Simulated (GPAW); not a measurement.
The Si K edge of atom 2 in YSi2 (P6/mmm), with 3 Si at 2.22 Å (trigonal planar, site symmetry -6m2), was computed in 2 ways: excited-electron core hole (neutral cell) and no core hole. Program and functional: GPAW, LDA, Gaussian full width 0.9 eV up to 4 eV, rising linearly to 3.5 eV at 25 eV; cells of 3 and 18 atoms (the run without a hole in the smaller).

Each run is counted from its own lowest empty level or Fermi level and scaled to a mean of 1 over its first 20 eV.

| E (eV) | run 1 | run 2 |
| --- | --- | --- |
| -2.0 | 0.00 | 0.00 |
| -1.0 | 0.00 | 0.00 |
| 0.0 | 0.42 | 0.38 |
| 1.0 | 0.76 | 0.55 |
| 2.0 | 0.96 | 0.71 |
| 3.0 | 1.11 | 0.68 |
| 4.0 | 1.44 | 1.02 |
| 5.0 | 1.47 | 1.07 |
| 6.0 | 1.37 | 1.29 |
| 7.0 | 1.36 | 1.38 |
| 8.0 | 1.05 | 1.28 |
| 9.0 | 0.99 | 1.11 |
| 10.0 | 1.09 | 1.21 |
| 11.0 | 1.12 | 1.20 |
| 12.0 | 0.93 | 1.17 |
| 13.0 | 0.83 | 1.13 |
| 14.0 | 0.82 | 0.93 |
| 15.0 | 0.82 | 0.93 |
| 16.0 | 0.82 | 0.98 |
| 17.0 | 0.79 | 0.92 |
| 18.0 | 0.77 | 0.86 |
| 19.0 | 0.76 | 0.84 |
| 20.0 | 0.79 | 0.82 |
| 21.0 | 0.88 | 0.83 |
| 22.0 | 1.02 | 0.91 |
| 23.0 | 1.16 | 1.05 |
| 24.0 | 1.22 | 1.22 |
| 25.0 | 1.17 | 1.36 |
| 26.0 | 1.05 | 1.40 |
| 27.0 | 0.92 | 1.32 |
| 28.0 | 0.81 | 1.20 |
| 29.0 | 0.72 | 1.08 |
| 30.0 | 0.65 | 0.96 |

Question: Which run is which?

Run 1: excited-electron core hole (neutral cell) (area from −2 to 6 eV 6.8, main maxima 5.0 eV (1.47), 6.6 eV (1.41) and 10.6 eV (1.15)). Run 2: no core hole (area from −2 to 6 eV 5.0, main maxima 0.5 eV (0.58), 2.1 eV (0.71), 6.6 eV (1.44), 10.5 eV (1.24) and 16.0 eV (0.98)). With each curve scaled to its own mean, the area from −2 to 6 eV with the hole is 6.8 against 5.0, and the centre of weight from −1 to 20 eV moves by -0.9 eV: the hole pulls the absorber's empty states down.

[Hosts, paths, dates, database ids (printed as entryN), source tags and the programs' standing remarks are cut or masked in the printed files.]

[Lists of maxima count a maximum above −3 eV only where it reaches 4 % of the highest in the window and stands out from its surroundings by 2 % of it (1.5 % where it reaches 55 %); shoulders and weaker maxima are passed over, and of the rest the first, up to two pre-edge ones and the few strongest are named.]
